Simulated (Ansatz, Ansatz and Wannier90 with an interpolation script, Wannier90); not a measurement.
Planning a run of Ansatz 0.2.0 on BaTiO3 (Pm-3m). The input:

```yaml
crystal:
  lattice:
    - [4.006, 0.0, 0.0]
    - [0.0, 4.006, 0.0]
    - [0.0, 0.0, 4.006]
  atoms:
    - { symbol: Ba, position: [0.5, 0.5, 0.5] }
    - { symbol: Ti, position: [0.0, 0.0, 0.0] }
    - { symbol: O, position: [0.5, 0.0, 0.0] }
    - { symbol: O, position: [0.0, 0.5, 0.0] }
    - { symbol: O, position: [0.0, 0.0, 0.5] }
kpoints:
  mp_grid: { grid: [4, 4, 4] }
hamiltonian:
  xc: lda
scf:
  occupations: { method: fixed }
gw:
  n_empty_bands: 268
  ecut_chi: 150.0
  qp_bands: [v9, c3]
  screening: { model: godby_needs }
```

```sh
ansatz run input.yaml --threads 8 --pin off --max-ram 18432MiB --backend cpu --events-out ev --progress --plain --runs-dir out
```

Question: Estimate wall time and host memory on 8 threads of Arm Neoverse V2, shared host.

It took 50 s; on shared hardware allow 25 s to 1.7 min. Peak host memory was 1.3 GiB. The sizes that set the cost: 1237 plane waves a state, 10 irreducible k points, 288 bands summed, 257 plane waves in the screening and 8 SCF cycles.

The screening grows as filled bands × empty bands × pairs of k points, times the square of the screening basis for the matrix.

[Paths, hosts, dates, memory and timing lines, banners, echoed tables and standing remarks are left out of the program output.]

[Logs are printed without paths, hosts, clocks, repeated set-up lines and the standing remarks that a program may print on its own settings, such as how far it seeks lower states.]

[Runs of the session that timed out or met a known fault of the program may be left out.]

[Hosts, paths, dates, database ids (printed as entryN), source tags and the programs' standing remarks are cut or masked in the printed files.]
